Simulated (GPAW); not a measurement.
## Te K-edge XANES of YTe (Fm-3m)

Aim: the dependence of the Te K near-edge features of YTe (Fm-3m) on volume.

Method: X-ray absorption from dipole matrix elements to empty bands, plane-wave PAW LDA, in GPAW 26.7.0.

Report form: the programs' logs are mostly left out.

The database entry behind the starting cell differs from later determinations by our own check (0.1 to 0.3 % short, probably kX units), so it need not match the best structure at ambient conditions.

## (1) The starting structure

Symmetry: Fm-3m, No. 225, cubic system. Conventional cell: a = 6.080 Å, b = 6.080 Å, c = 6.080 Å, α = 90.00°, β = 90.00°, γ = 90.00°. Te has 6 Y at 3.04 Å nearest. Nearest to Y lie 6 Te at 3.04 Å. Farther neighbours and most contacts between anions are not listed.

## (2) The field without a hole

A plain self-consistent run shows whether there is a gap, which decides the set-up of the core-hole run.

File scf.py:

```python
import numpy as np
from ase import Atoms
from ase.parallel import parprint, paropen
from gpaw import GPAW, PW, FermiDirac, Mixer, MixerDif, setup_paths
from gpaw.test import gen
setup_paths.insert(0, '.')
gen('Te', name='nch1s', xcname='LDA', corehole=(1, 0, 0), write_xml=True)
from gpaw.mpi import world
world.barrier()

atoms = Atoms('TeY',
    cell=[[0, 3.04, 3.04],
     [3.04, 0, 3.04],
     [3.04, 3.04, 0]],
    scaled_positions=[[0, 0, 0],
     [0.5, 0.5, 0.5]],
    pbc=True)
atoms.calc = calc = GPAW(legacy_gpaw=True, mode=PW(430), xc='LDA', setups={0: 'nch1s'},
    kpts={'size': (7, 7, 7), 'gamma': True}, occupations=FermiDirac(0.05),
    charge=0, mixer=Mixer(0.1, 5, 50), maxiter=150,
    convergence={'density': 0.0001}, txt='scf.txt')
energy = atoms.get_potential_energy() + calc.get_reference_energy()
ef = calc.get_fermi_level()
out = dict(energy=energy, fermi=ef, forces=atoms.get_forces().tolist())
parprint(f'all-electron energy {energy:.4f} eV, Fermi level {ef:.4f} eV')
ev = np.array([[calc.get_eigenvalues(k, s) for k in range(len(calc.get_ibz_k_points()))] for s in range(calc.get_number_of_spins())])
out['homo'], out['lumo'], out['counts'] = ev[ev < ef].max(), ev[ev > ef].min(), sorted(set((ev < ef).sum((0, 2)).tolist()))
out['filled'] = (ev[:, 0] < ef).sum(1).tolist()
import json
with paropen('out.json', 'w') as f:
    json.dump(out, f)
```

Run with:

```
> OMP_NUM_THREADS=1 mpirun -n 2 gpaw python scf.py
```

Elapsed: 8.6 s, on 2 MPI ranks of Arm Neoverse V1, shared host; peak memory 0.17 GiB.

The mesh shows no gap, so the system is treated as a metal and the core electron is put at the Fermi level (neutral cell).

## (3) Supercell without a hole, the energy reference

The photon energy needs a difference of total energies, so the cell and mesh of the coming hole run are first run without a hole.

Changes to scf.py since step 2:

```diff
@@ -10,11 +10,17 @@
 
-atoms = Atoms('TeY',
-    cell=[[0, 3.04, 3.04],
-     [3.04, 0, 3.04],
-     [3.04, 3.04, 0]],
+atoms = Atoms('Te4Y4',
+    cell=[[0, -6.08, 0],
+     [-6.08, 0, 0],
+     [0, 0, -6.08]],
     scaled_positions=[[0, 0, 0],
-     [0.5, 0.5, 0.5]],
+     [0.5, 0, 0.5],
+     [0, 0.5, 0.5],
+     [0.5, 0.5, 0],
+     [0.5, 0.5, 0.5],
+     [0, 0.5, 0],
+     [0.5, 0, 0],
+     [0, 0, 0.5]],
     pbc=True)
 atoms.calc = calc = GPAW(legacy_gpaw=True, mode=PW(430), xc='LDA', setups={0: 'nch1s'},
-    kpts={'size': (7, 7, 7), 'gamma': True}, occupations=FermiDirac(0.05),
+    kpts={'size': (4, 4, 4), 'gamma': True}, occupations=FermiDirac(0.1),
     charge=0, mixer=Mixer(0.1, 5, 50), maxiter=150,
```

Elapsed: 30 s, on 2 MPI ranks; peak memory 0.25 GiB.

Reference energy: -1106549.369 eV with the cores included.

## (4) Spectrum with XCH, Te atom 1

The holes are 6.1 Å apart. In GPAW the data set carries the hole's charge, so charge=0 means a charged cell and charge=-1 a neutral one. The excited electron is kept in the cell, where it fills the lowest empty states and screens the hole. After the field has converged, empty bands are computed with the density fixed and the dipole matrix elements are summed.

The absorber has 6 Y at 3.04 Å (octahedral, site symmetry m-3m).

File xas.py:

```python
import numpy as np
from ase import Atoms
from ase.parallel import parprint, paropen
from gpaw import GPAW, PW, FermiDirac, Mixer, MixerDif, setup_paths
from gpaw.test import gen
setup_paths.insert(0, '.')
gen('Te', name='fch1s', xcname='LDA', corehole=(1, 0, 1), write_xml=True)
from gpaw.mpi import world
world.barrier()

atoms = Atoms('Te4Y4',
    cell=[[0, -6.08, 0],
     [-6.08, 0, 0],
     [0, 0, -6.08]],
    scaled_positions=[[0, 0, 0],
     [0.5, 0, 0.5],
     [0, 0.5, 0.5],
     [0.5, 0.5, 0],
     [0.5, 0.5, 0.5],
     [0, 0.5, 0],
     [0.5, 0, 0],
     [0, 0, 0.5]],
    pbc=True)
atoms.calc = calc = GPAW(legacy_gpaw=True, mode=PW(430), xc='LDA', setups={0: 'fch1s'},
    kpts={'size': (4, 4, 4), 'gamma': True}, occupations=FermiDirac(0.1),
    charge=-1, mixer=Mixer(0.1, 5, 50), maxiter=150,
    convergence={'density': 0.0001}, txt='scf.txt')
energy = atoms.get_potential_energy() + calc.get_reference_energy()
ef = calc.get_fermi_level()
out = dict(energy=energy, fermi=ef, forces=atoms.get_forces().tolist())
parprint(f'all-electron energy {energy:.4f} eV, Fermi level {ef:.4f} eV')
ev = np.array([[calc.get_eigenvalues(k, s) for k in range(len(calc.get_ibz_k_points()))] for s in range(calc.get_number_of_spins())])
out['homo'], out['lumo'], out['counts'] = ev[ev < ef].max(), ev[ev > ef].min(), sorted(set((ev < ef).sum((0, 2)).tolist()))
out['filled'] = (ev[:, 0] < ef).sum(1).tolist()

from ase.units import Ha
from gpaw.xas import dipole_matrix_elements
nb = int(calc.get_number_of_electrons() / 2) + 156
top, nb = nb, nb + 8 + nb // 12
nscf = calc.fixed_density(kpts={'size': (4, 4, 4), 'gamma': True}, nbands=nb,
    convergence={'bands': top, 'eigenstates': 1e-5}, maxiter=60, txt='nscf.txt')
cell = atoms.cell.array
ops = [cell.T @ U.T @ np.linalg.inv(cell.T) for U in nscf.wfs.kd.symmetry.op_scc]
E = np.arange(-6, 34, 0.1)
fwhm = np.interp(E, [4, 25], [9.89, 9.89])
Y, X, zero, highest = 0, 0, 1e9, 1e9
for spin in range(nscf.get_number_of_spins()):
    wfs = nscf.wfs
    A = dipole_matrix_elements(wfs.setups[0])
    eps = np.zeros((wfs.kd.nibzkpts, nb))
    d = np.zeros((3, A.shape[1], wfs.kd.nibzkpts, nb), complex)
    for kpt in wfs.kpt_u:
        if kpt.s == spin and 0 in kpt.P_ani:
            eps[kpt.k] = kpt.eps_n * Ha
            d[:, :, kpt.k] = (kpt.weight * wfs.nspins / 2) ** 0.5 * np.inner(A, kpt.P_ani[0])
    world.sum(eps)
    world.sum(d)
    T = np.einsum('amkn,bmkn->abkn', d, d.conj()).real
    T = sum(np.einsum('ai,ijkn,bj->abkn', R, T, R) for R in ops) / len(ops)
    empty = eps > ef
    zero, highest = min(zero, eps[empty].min()), min(highest, eps[:, top - 1].min())
    lines = [(eps, T, empty)] if spin == 0 else lines + [(eps, T, empty)]
for eps, T, empty in lines:
    f = np.einsum('aakn->akn', T).reshape(3, -1)
    x = eps.ravel() - zero
    w = np.interp(x, E, fwhm) / 2.35482
    g = np.exp(-0.5 * ((E[:, None] - x) / w) ** 2) / (w * (2 * np.pi) ** 0.5)
    Y = Y + (f * empty.ravel()) @ g.T
    X = X + (f * ~empty.ravel()) @ g.T
out.update(E=E.round(2).tolist(), xas=Y.tolist(), xes=X.tolist(), zero=zero, valid=highest - zero, nk=len(eps), nb=nb)
for i in range(0, len(E), 10):
    parprint(f'{E[i]:7.2f}', *(f'{v:10.3e}' for v in Y[:, i]))
import json
with paropen('out.json', 'w') as f:
    json.dump(out, f)
```

Run with:

```
> OMP_NUM_THREADS=1 mpirun -n 2 gpaw python xas.py
```

It took 2.9 min on 2 MPI ranks; peak memory 0.4 GiB.

The Te K spectrum, Te atom 1, excited-electron core hole (neutral cell) (energy from the lowest empty level; intensity scaled to a mean of 1 over the first 20 eV):

```tsv
E (eV)	intensity
-2.0	0.37
-1.5	0.43
-1.0	0.49
-0.5	0.55
0.0	0.62
0.5	0.69
1.0	0.75
1.5	0.82
2.0	0.88
2.5	0.94
3.0	0.99
3.5	1.04
4.0	1.08
4.5	1.12
5.0	1.14
5.5	1.16
6.0	1.17
6.5	1.17
7.0	1.16
7.5	1.15
8.0	1.13
8.5	1.11
9.0	1.09
9.5	1.06
10.0	1.04
10.5	1.01
11.0	0.99
11.5	0.97
12.0	0.95
12.5	0.94
13.0	0.93
13.5	0.92
14.0	0.92
14.5	0.92
15.0	0.93
15.5	0.93
16.0	0.94
16.5	0.96
17.0	0.97
17.5	0.99
18.0	1.00
18.5	1.02
19.0	1.03
19.5	1.05
20.0	1.06
20.5	1.07
21.0	1.08
21.5	1.09
22.0	1.10
22.5	1.10
23.0	1.10
23.5	1.09
24.0	1.09
24.5	1.08
25.0	1.07
25.5	1.06
26.0	1.05
26.5	1.03
27.0	1.02
27.5	1.01
28.0	0.99
28.5	0.98
29.0	0.97
29.5	0.95
30.0	0.94
30.5	0.93
31.0	0.91
31.5	0.89
```

Main maxima below 26 eV (height): 6.4 eV (1.17) and 22.6 eV (1.10). A K edge sees empty p states on the absorber.

The energy difference (zero at 31877 eV) isn't read as a photon energy: for so heavy an absorber the terms left out (the hole's spin, the functional's error) amount to tens of eV or more.

## (5) Reference energy of the supercell

The cell changes for the next run, so it gets a reference energy of its own.

The cell differs from the one that the last finished run ended in (a 6.080 → 5.892 Å, b 6.080 → 5.892 Å, c 6.080 → 5.892 Å).

Changes to scf.py since step 3:

```diff
@@ -11,5 +11,5 @@
 atoms = Atoms('Te4Y4',
-    cell=[[0, -6.08, 0],
-     [-6.08, 0, 0],
-     [0, 0, -6.08]],
+    cell=[[0, -5.89183682, 0],
+     [-5.89183682, 0, 0],
+     [0, 0, -5.89183682]],
     scaled_positions=[[0, 0, 0],
```

Run with:

```
> OMP_NUM_THREADS=1 mpirun -n 2 gpaw python scf.py
```

It took 28 s on 2 MPI ranks; peak memory 0.25 GiB.

Reference energy: -1106549.202 eV with the cores included.

## (6) Spectrum with XCH, Te atom 1

Shorter bonds are expected to push antibonding states and scattering resonances up, and longer ones down; the cell is scaled to test that.

Changed against the first core-hole run: volume scale from 1 to 0.91.

Changes to xas.py since step 4:

```diff
@@ -11,5 +11,5 @@
 atoms = Atoms('Te4Y4',
-    cell=[[0, -6.08, 0],
-     [-6.08, 0, 0],
-     [0, 0, -6.08]],
+    cell=[[0, -5.89183682, 0],
+     [-5.89183682, 0, 0],
+     [0, 0, -5.89183682]],
     scaled_positions=[[0, 0, 0],
@@ -37,5 +37,5 @@
 from gpaw.xas import dipole_matrix_elements
-nb = int(calc.get_number_of_electrons() / 2) + 156
+nb = int(calc.get_number_of_electrons() / 2) + 144
 top, nb = nb, nb + 8 + nb // 12
-nscf = calc.fixed_density(kpts={'size': (4, 4, 4), 'gamma': True}, nbands=nb,
+nscf = calc.fixed_density(kpts={'size': (5, 5, 5), 'gamma': True}, nbands=nb,
     convergence={'bands': top, 'eigenstates': 1e-5}, maxiter=60, txt='nscf.txt')
```

Run with:

```
> OMP_NUM_THREADS=1 mpirun -n 2 gpaw python xas.py
```

Run time: 2.6 min. Hardware: 2 MPI ranks; peak memory 0.38 GiB; 5.3 min of CPU time.

```tsv
E (eV)	first run	this run
-2.0	0.37	0.32
-1.0	0.49	0.42
0.0	0.62	0.55
1.0	0.75	0.68
2.0	0.88	0.81
3.0	0.99	0.94
4.0	1.08	1.04
5.0	1.14	1.12
6.0	1.17	1.17
7.0	1.16	1.19
8.0	1.13	1.18
9.0	1.09	1.15
10.0	1.04	1.10
11.0	0.99	1.05
12.0	0.95	1.01
13.0	0.93	0.97
14.0	0.92	0.95
15.0	0.93	0.94
16.0	0.94	0.94
17.0	0.97	0.95
18.0	1.00	0.97
19.0	1.03	1.00
20.0	1.06	1.03
21.0	1.08	1.06
22.0	1.10	1.09
23.0	1.10	1.11
24.0	1.09	1.12
25.0	1.07	1.11
26.0	1.05	1.10
27.0	1.02	1.08
28.0	0.99	1.06
29.0	0.97	1.03
30.0	0.94	1.00
31.0	0.91	0.97
```

This run also has another mesh (5×5×5 against 4×4×4), so the 4 % r.m.s. difference can't be laid on the changed setting alone. The highest intensity below 24 eV goes from 6.4 eV (1.17) to 7.0 eV (1.19).

The photon energy of the zero moves by -0.04 eV.

## (7) Supercell without a hole, the energy reference

The cell differs from the one that the last finished run ended in (a 5.892 → 6.199 Å, b 5.892 → 6.199 Å, c 5.892 → 6.199 Å).

Changes to scf.py since step 5:

```diff
@@ -11,5 +11,5 @@
 atoms = Atoms('Te4Y4',
-    cell=[[0, -5.89183682, 0],
-     [-5.89183682, 0, 0],
-     [0, 0, -5.89183682]],
+    cell=[[0, -6.19924596, 0],
+     [-6.19924596, 0, 0],
+     [0, 0, -6.19924596]],
     scaled_positions=[[0, 0, 0],
```

Run with:

```
> OMP_NUM_THREADS=1 mpirun -n 2 gpaw python scf.py
```

The job ended after 28 s (2 MPI ranks; peak memory 0.25 GiB; 56 s of CPU time).

Reference energy: -1106549.042 eV with the cores included.

## (8) Spectrum with XCH, Te atom 1

Changed against the first core-hole run: volume scale from 1 to 1.06.

Changes to xas.py since step 6:

```diff
@@ -11,5 +11,5 @@
 atoms = Atoms('Te4Y4',
-    cell=[[0, -5.89183682, 0],
-     [-5.89183682, 0, 0],
-     [0, 0, -5.89183682]],
+    cell=[[0, -6.19924596, 0],
+     [-6.19924596, 0, 0],
+     [0, 0, -6.19924596]],
     scaled_positions=[[0, 0, 0],
@@ -37,5 +37,5 @@
 from gpaw.xas import dipole_matrix_elements
-nb = int(calc.get_number_of_electrons() / 2) + 144
+nb = int(calc.get_number_of_electrons() / 2) + 164
 top, nb = nb, nb + 8 + nb // 12
-nscf = calc.fixed_density(kpts={'size': (5, 5, 5), 'gamma': True}, nbands=nb,
+nscf = calc.fixed_density(kpts={'size': (4, 4, 4), 'gamma': True}, nbands=nb,
     convergence={'bands': top, 'eigenstates': 1e-5}, maxiter=60, txt='nscf.txt')
```

Run with:

```
> OMP_NUM_THREADS=1 mpirun -n 2 gpaw python xas.py
```

The job ended after 3.2 min (2 MPI ranks; peak memory 0.42 GiB).

```tsv
E (eV)	first run	this run
-2.0	0.37	0.39
-1.0	0.49	0.51
0.0	0.62	0.65
1.0	0.75	0.78
2.0	0.88	0.91
3.0	0.99	1.01
4.0	1.08	1.09
5.0	1.14	1.14
6.0	1.17	1.15
7.0	1.16	1.14
8.0	1.13	1.10
9.0	1.09	1.06
10.0	1.04	1.01
11.0	0.99	0.96
12.0	0.95	0.93
13.0	0.93	0.92
14.0	0.92	0.92
15.0	0.93	0.94
16.0	0.94	0.96
17.0	0.97	0.99
18.0	1.00	1.03
19.0	1.03	1.06
20.0	1.06	1.08
21.0	1.08	1.09
22.0	1.10	1.09
23.0	1.10	1.08
24.0	1.09	1.06
25.0	1.07	1.04
26.0	1.05	1.01
27.0	1.02	0.99
28.0	0.99	0.96
29.0	0.97	0.94
30.0	0.94	0.91
31.0	0.91	0.88
```

Against the first run the r.m.s. difference is 2 %. The highest intensity below 24 eV goes from 6.4 eV (1.17) to 6.0 eV (1.15).

The photon energy of the zero moves by +0.01 eV.

## (9) Supercell without a hole, the energy reference

The cell differs from the one that the last finished run ended in (a 6.199 → 6.257 Å, b 6.199 → 6.257 Å, c 6.199 → 6.257 Å).

Changes to scf.py since step 7:

```diff
@@ -11,5 +11,5 @@
 atoms = Atoms('Te4Y4',
-    cell=[[0, -6.19924596, 0],
-     [-6.19924596, 0, 0],
-     [0, 0, -6.19924596]],
+    cell=[[0, -6.2571862, 0],
+     [-6.2571862, 0, 0],
+     [0, 0, -6.2571862]],
     scaled_positions=[[0, 0, 0],
```

Run with:

```
> OMP_NUM_THREADS=1 mpirun -n 2 gpaw python scf.py
```

Run time: 35 s. Hardware: 2 MPI ranks; peak memory 0.25 GiB; 69 s of CPU time.

Reference energy: -1106548.786 eV with the cores included.

## (10) Spectrum with XCH, Te atom 1

Changed against the first core-hole run: volume scale from 1 to 1.09.

Changes to xas.py since step 8:

```diff
@@ -11,5 +11,5 @@
 atoms = Atoms('Te4Y4',
-    cell=[[0, -6.19924596, 0],
-     [-6.19924596, 0, 0],
-     [0, 0, -6.19924596]],
+    cell=[[0, -6.2571862, 0],
+     [-6.2571862, 0, 0],
+     [0, 0, -6.2571862]],
     scaled_positions=[[0, 0, 0],
@@ -37,3 +37,3 @@
 from gpaw.xas import dipole_matrix_elements
-nb = int(calc.get_number_of_electrons() / 2) + 164
+nb = int(calc.get_number_of_electrons() / 2) + 168
 top, nb = nb, nb + 8 + nb // 12
```

Run with:

```
> OMP_NUM_THREADS=1 mpirun -n 2 gpaw python xas.py
```

It took 3.3 min on 2 MPI ranks; peak memory 0.42 GiB.

```tsv
E (eV)	first run	this run
-2.0	0.37	0.40
-1.0	0.49	0.53
0.0	0.62	0.66
1.0	0.75	0.79
2.0	0.88	0.92
3.0	0.99	1.02
4.0	1.08	1.10
5.0	1.14	1.14
6.0	1.17	1.15
7.0	1.16	1.13
8.0	1.13	1.09
9.0	1.09	1.04
10.0	1.04	0.99
11.0	0.99	0.95
12.0	0.95	0.93
13.0	0.93	0.92
14.0	0.92	0.92
15.0	0.93	0.94
16.0	0.94	0.97
17.0	0.97	1.00
18.0	1.00	1.04
19.0	1.03	1.06
20.0	1.06	1.08
21.0	1.08	1.09
22.0	1.10	1.08
23.0	1.10	1.07
24.0	1.09	1.05
25.0	1.07	1.02
26.0	1.05	1.00
27.0	1.02	0.97
28.0	0.99	0.95
29.0	0.97	0.92
30.0	0.94	0.90
31.0	0.91	0.87
```

The scaled spectrum changes by 3 % r.m.s. The highest intensity below 24 eV goes from 6.4 eV (1.17) to 5.8 eV (1.15).

The photon energy of the zero moves by +0.01 eV.

## (11) The volumes side by side

```tsv
volume	nearest distance (Å)	shift of the zero (eV)	maximum 1 (eV above own zero)	maximum 2 (eV above own zero)
0.91	2.946	-0.04	7.0	24.2
1	3.040	+0.00	6.4	22.6
1.06	3.100	+0.01	6.0	21.6
1.09	3.129	+0.01	5.8	21.0
```

The curves, each shifted by its zero's change so that they share one photon-energy axis, counted from the zero at V × 1:

```tsv
E (eV)	V × 0.91	V × 1	V × 1.06	V × 1.09
-2.0	0.32	0.37	0.39	0.40
-1.0	0.43	0.49	0.51	0.53
0.0	0.55	0.62	0.64	0.66
1.0	0.68	0.75	0.78	0.79
2.0	0.82	0.88	0.90	0.92
3.0	0.94	0.99	1.01	1.02
4.0	1.05	1.08	1.09	1.10
5.0	1.13	1.14	1.14	1.14
6.0	1.17	1.17	1.15	1.15
7.0	1.19	1.16	1.14	1.13
8.0	1.18	1.13	1.10	1.09
9.0	1.15	1.09	1.06	1.04
10.0	1.10	1.04	1.01	0.99
11.0	1.05	0.99	0.96	0.95
12.0	1.00	0.95	0.93	0.93
13.0	0.97	0.93	0.92	0.92
14.0	0.95	0.92	0.92	0.92
15.0	0.94	0.93	0.94	0.94
16.0	0.94	0.94	0.96	0.97
17.0	0.95	0.97	0.99	1.00
18.0	0.97	1.00	1.03	1.04
19.0	1.00	1.03	1.05	1.06
20.0	1.03	1.06	1.08	1.08
21.0	1.06	1.08	1.09	1.09
22.0	1.09	1.10	1.09	1.08
23.0	1.11	1.10	1.08	1.07
24.0	1.12	1.09	1.06	1.05
25.0	1.11	1.07	1.04	1.02
26.0	1.10	1.05	1.01	1.00
27.0	1.08	1.02	0.99	0.97
28.0	1.06	0.99	0.96	0.95
29.0	1.03	0.97	0.94	0.92
30.0	1.00	0.94	0.91	0.90
31.0	0.97	0.91	0.88	0.87
```

## (12) Results

* absorber and edge: Te K, atom 1 of the ground-state input (counted from 1)
* surroundings: 6 Y at 3.04 Å (octahedral, site symmetry m-3m)
* highest intensity below 24 eV: 6.4 eV above the zero, height 1.17

From V × 0.91 to V × 1.09 the nearest distance grows by 0.183 Å and the zero moves by +0.04 eV. Above their own zero, the maxima move from 7.0 to 5.8 eV and from 24.2 to 21.0 eV. The one highest in energy moves most, in the direction that the rule ΔE·R² ≈ constant for scattering resonances gives. The meshes differ between volumes, which adds to the changes. The Te K edge of atom 1, with 6 Y at 3.04 Å (octahedral, site symmetry m-3m), has its highest intensity of the first 24 eV at 6.4 eV above the zero, 1.2 times the mean level of the first 20 eV (Gaussian full width 9.89 eV). The script folds with a Gaussian, whereas the core hole's own line is a Lorentzian, so the onset is too steep and the first peak too high. The primitive cell holds an odd number of electrons, so a spin-paired run has to come out metallic; that is right for a metal, but some such compounds are magnetic or distorted insulators. The holes are only 6.1 Å apart, so the shape is probably not converged with cell size; no larger cell was run here. Lifetime broadening is put in by hand, and intensities beyond about 20 eV depend on it and on the partial waves. The structure is a published determination, not relaxed.

[Logs are printed without paths, hosts, clocks, repeated set-up lines and the standing remarks that a program may print on its own settings, such as how far it seeks lower states.]

[Hosts, paths, dates, database ids (printed as entryN), source tags and the programs' standing remarks are cut or masked in the printed files.]

[Lists of maxima count a maximum above −3 eV only where it reaches 4 % of the highest in the window and stands out from its surroundings by 2 % of it (1.5 % where it reaches 55 %); shoulders and weaker maxima are passed over, and of the rest the first, up to two pre-edge ones and the few strongest are named.]
